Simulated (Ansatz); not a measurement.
## BAs (F-43m): given cell or relaxed cell?

How far does the choice of cell move the gap? The case is BAs (F-43m).

Main program and level: Ansatz 0.2.0; PBE, HSE06 and G0W0, plane waves, PAW.

**Experimental background.**

- Gap 4.12 eV: direct gap from square of absorption coefficient, average of two samples; spectroscopic ellipsometry; 300 K; bulk crystal (CVT-grown opaque bulk crystals) (“Optical properties of cubic boron arsenide”, 2019, arxiv:1911.04914).

- Gap 1.82 eV: indirect gap from Tauc plot of optical absorption; UV-visible absorption, indirect Tauc plot; 300 K; bulk crystal (three thin as-grown single crystals with the same absorption edge) (“Photoluminescence mapping and time-domain thermo-photoluminescence for rapid imaging and measurement of thermal conductivity of boron arsenide”, 2019, arxiv:1910.07149).

- Gap 2.02 eV: indirect gap from square root of absorption coefficient, average of three samples; transmission and reflection spectroscopy; 300 K; bulk crystal (CVT-grown platelets about 10 um thick) (“Optical properties of cubic boron arsenide”, 2019, arxiv:1911.04914).

Report form: the programs' logs are mostly left out.

### Step 1. The structure

The structure is cubic, space group F-43m (No. 216). The conventional cell has a = 4.777 Å, b = 4.777 Å, c = 4.777 Å, α = 90.00°, β = 90.00°, γ = 90.00°. Nearest to B lie 4 As at 2.07 Å. Nearest to As lie 4 B at 2.07 Å. Farther neighbours are not listed.

Coordinates:

```cif
data_structure
_symmetry_space_group_name_H-M 'P 1'
_symmetry_Int_Tables_number 1
_cell_length_a 3.3778
_cell_length_b 3.3778
_cell_length_c 3.3778
_cell_angle_alpha 60.000
_cell_angle_beta 60.000
_cell_angle_gamma 60.000
_cell_volume 27.25
loop_
_atom_site_label
_atom_site_type_symbol
_atom_site_fract_x
_atom_site_fract_y
_atom_site_fract_z
_atom_site_occupancy
B1 B 0.00000 0.00000 0.00000 1
As2 As 0.25000 0.25000 0.25000 1
```

The cell and positions come from the Crystallography Open Database and are kept as given unless a step says otherwise. The default PAW set here is soft_2. Its files were made with PBE.

### Step 2. PBE bands at the given cell

Levels along a band path, at the cheap level, show where the edges lie and whether the meshes to come will hold them.

This step: DFT, PBE, plane waves, PAW.

input.yaml

```yaml
crystal:
  lattice:
    - [0.0, 2.3885, 2.3885]
    - [2.3885, 0.0, 2.3885]
    - [2.3885, 2.3885, 0.0]
  atoms:
    - { symbol: B, position: [0.0, 0.0, 0.0] }
    - { symbol: As, position: [0.25, 0.25, 0.25] }
kpoints:
  mp_grid: { grid: [8, 8, 8] }
  band_path:
    path:
      - [[0.0, 0.0, 0.0], [-0.5, -0.5, 0.0], [-0.375, -0.375, 0.25]]
      - [[-0.375, 0.0, 0.375], [0.0, 0.0, 0.0], [0.0, 0.0, 0.5], [-0.5, -0.25, 0.25], [-0.5, -0.5, 0.0]]
    npoints: 10
hamiltonian:
  xc: pbe
scf:
  occupations: { method: fermi_dirac, width: 0.02 }
  n_extra_bands: 4
output:
  eigenvalues: true
  write_density: true
  write_potential: true
  elf: true
  volumetric_format: npy
```

Command:

```sh
ansatz run input.yaml --threads 3 --pin off --max-ram 92160MiB --backend cuda --events-out ev --progress --plain --runs-dir out --devices 1 --max-vram 13GiB  # rebuilt from the run's record
```

The job ended after 6.1 s (1 × NVIDIA H100 80GB HBM3 (shared by 6 runs) with 3 threads of AMD EPYC 7R13 (Zen 3), shared host; peak memory 0.9 GiB; 3.3 s of CPU time).

Numbers from this step:

- filled bands: 9
- gap: 1.184 eV
- valence top at: Γ
- conduction bottom at: k = (-0.400, -0.400, 0.000)
- least direct gap: 3.281 eV

The gap is indirect, with the least direct gap 2.10 eV higher.

### Step 3. The relaxed cell

Cell and ions were relaxed with PBE; that run is not shown. It left this cell:

Symmetry: F-43m, No. 216, cubic system. Conventional cell: a = 4.809 Å, b = 4.809 Å, c = 4.809 Å, α = 90.00°, β = 90.00°, γ = 90.00°. Nearest to B lie 4 As at 2.08 Å. Nearest to As lie 4 B at 2.08 Å. Farther neighbours are not listed.

### Step 4. PBE at the relaxed cell

The cell differs from the one that the last finished run ended in (a 3.378 → 3.400 Å, b 3.378 → 3.400 Å, c 3.378 → 3.400 Å).

input.yaml, the sections that differ from step 2:

```yaml
crystal:
  lattice:
    - [0.0, 2.4044053323, 2.4044053323]
    - [2.4044053323, 0.0, 2.4044053323]
    - [2.4044053323, 2.4044053323, 0.0]
  atoms:
    - { symbol: B, position: [0.0, 0.0, 0.0] }
    - { symbol: As, position: [0.25, 0.25, 0.25] }
output:
  eigenvalues: true
# kpoints, hamiltonian, scf: as in step 2
```

Elapsed: 2.8 s, on 1 × NVIDIA H100 80GB HBM3 (shared by 6 runs) with 3 threads; peak memory 0.88 GiB; 2.8 s of CPU time.

Numbers from this step:

```
gap                  : 1.204 eV
valence top at       : Γ
conduction bottom at : k = (-0.400, -0.400, 0.000)
least direct gap     : 3.256 eV
```

The gap is indirect, with the least direct gap 2.05 eV higher.

### Step 5. HSE06 at the relaxed cell

The screened hybrid is the usual rung above semilocal functionals: a quarter of exact exchange, cut off beyond a few ångström.

This step: DFT, HSE06, plane waves, PAW.

input.yaml, the sections that differ from step 4:

```yaml
kpoints:
  mp_grid: { grid: [6, 6, 6] }
  band_path:
    path:
      - [0.0, 0.0, 0.0]
      - [-0.5, -0.5, 0.0]
      - [-0.375, -0.375, 0.25]
      - [-0.375, 0.0, 0.375]
      - [0.0, 0.0, 0.5]
      - [-0.5, -0.25, 0.25]
      - [-0.4, -0.4, 0.0]
    npoints: 1
hamiltonian:
  xc: hse06
scf:
  occupations: { method: fixed }
  n_extra_bands: 4
# crystal, output: as in step 4
```

Run time: 12 s. Hardware: 1 × NVIDIA H100 80GB HBM3 (shared by 6 runs) with 3 threads; peak memory 1.1 GiB.

This step gave:

| Quantity | Value |
| --- | --- |
| gap | 1.848 eV |
| valence top at | Γ |
| conduction bottom at | k = (-0.400, -0.400, 0.000) |
| least direct gap | 4.091 eV |

The gap stands +0.64 eV against PBE.

### Step 6. G0W0 at the relaxed cell

Now the one-shot GW correction: screening in the RPA, then the self-energy of the levels asked for.

This step: G0W0 on PBE, plane waves, PAW.

input.yaml

```yaml
crystal:
  lattice:
    - [0.0, 2.4044053323, 2.4044053323]
    - [2.4044053323, 0.0, 2.4044053323]
    - [2.4044053323, 2.4044053323, 0.0]
  atoms:
    - { symbol: B, position: [0.0, 0.0, 0.0] }
    - { symbol: As, position: [0.25, 0.25, 0.25] }
kpoints:
  mp_grid: { grid: [6, 6, 6] }
hamiltonian:
  xc: pbe
scf:
  occupations: { method: fixed }
gw:
  n_empty_bands: 82
  ecut_chi: 120
  qp_bands: [v2, c2]
  qp_kpoints: band_edges
  screening: { model: contour_deformation }
```

Wall time 14 s (1 × NVIDIA H100 80GB HBM3 (shared by 6 runs) with 3 threads); peak memory 1 GiB.

This step gave:

| Quantity | Value |
| --- | --- |
| bands summed | 91 |
| RPA ε∞ on this mesh (eigenvalues) | 10.71, 10.71, 10.71 |
| plane waves in the screening matrix | 65 |
| G0W0 gap on the mesh | 1.887 eV |
| k of the valence top | 0, 0, 0 |
| k of the conduction bottom | 0, 0.3333, 0.3333 |
| starting gap on the mesh | 1.297 eV |
| least direct G0W0 gap on the computed points | 4.043 eV |

The gap on the mesh goes from 1.30 eV to 1.89 eV, a correction of +0.59 eV. Between the two edge states, bare exchange in place of the xc potential would open the gap by 5.47 eV, and correlation takes back 4.88 eV. The start differs from the 1.20 eV found before because this mesh misses an edge.

### Step 7. G0W0 at the given cell

input.yaml, the sections that differ from step 6:

```yaml
crystal:
  lattice:
    - [0.0, 2.3885, 2.3885]
    - [2.3885, 0.0, 2.3885]
    - [2.3885, 2.3885, 0.0]
  atoms:
    - { symbol: B, position: [0.0, 0.0, 0.0] }
    - { symbol: As, position: [0.25, 0.25, 0.25] }
gw:
  n_empty_bands: 81
  ecut_chi: 120
  qp_bands: [v2, c2]
  qp_kpoints: band_edges
  screening: { model: contour_deformation }
# kpoints, hamiltonian, scf: as in step 6
```

It took 13 s on 1 × NVIDIA H100 80GB HBM3 (shared by 6 runs) with 3 threads; peak memory 1 GiB.

This step gave:

| Item | Value |
| --- | --- |
| bands summed | 90 |
| RPA ε∞ on this mesh (eigenvalues) | 10.60, 10.60, 10.60 |
| plane waves in the screening matrix | 65 |
| G0W0 gap on the mesh | 1.872 eV |
| k of the valence top | 0, 0, 0 |
| k of the conduction bottom | 0, 0.3333, 0.3333 |
| starting gap on the mesh | 1.281 eV |
| least direct G0W0 gap on the computed points | 4.070 eV |

The gap on the mesh goes from 1.28 eV to 1.87 eV, a correction of +0.59 eV. Between the two edge states, bare exchange in place of the xc potential would open the gap by 5.49 eV, and correlation takes back 4.90 eV. The start differs from the 1.18 eV found before because this mesh misses an edge.

### Step 8. Together

G0W0 rows are gaps on the mesh, lowered by the amount that the mesh misses the start's edges, a rough step that assumes the same correction there.

| level | given cell (eV) | relaxed cell (eV) | change (eV) |
| --- | --- | --- | --- |
| PBE | 1.18 | 1.20 | +0.02 |
| HSE06 | - | 1.85 | - |
| G0W0@PBE | 1.78 | 1.79 | +0.02 |

### Step 9. What came out

```
volume change          : +2.0 %
PBE, given cell        : 1.18 eV
PBE, relaxed cell      : 1.20 eV
HSE06, relaxed cell    : 1.85 eV
G0W0@PBE, relaxed cell : 1.79 eV
G0W0@PBE, given cell   : 1.78 eV
known limits           : not at the basis limit; no spin-orbit coupling
```

Relaxation changes the volume by +2.0 % and the gap by +0.02 eV (PBE) and +0.02 eV (G0W0@PBE). Against experiment, by G0W0@PBE at the given cell: the gap of 1.78 eV lies −0.04 eV from the measured 1.82 eV (indirect, 300 K, 2019); the gap of 1.78 eV lies −0.24 eV from the measured 2.02 eV (indirect, 300 K, 2019). The calculation has static nuclei and no excitons; a measured gap holds zero-point and thermal motion, which mostly lowers it. Bands and cutoff are finite, so the gap is not at the basis limit. The miss can reach some tenths of an eV and take either sign; the mesh is an error of its own. The many-body steps are scalar-relativistic: spin-orbit coupling is not in them.

[Paths, hosts, dates, memory and timing lines, banners, echoed tables and standing remarks are left out of the program output.]

[Logs are printed without paths, hosts, clocks, repeated set-up lines and the standing remarks that a program may print on its own settings, such as how far it seeks lower states.]

[Runs of the session that timed out or met a known fault of the program may be left out.]

[Cells called generated may have been cut or substituted from an entry of the Crystallography Open Database or the Materials Project.]

[Hosts, paths, dates, database ids (printed as entryN), source tags and the programs' standing remarks are cut or masked in the printed files.]
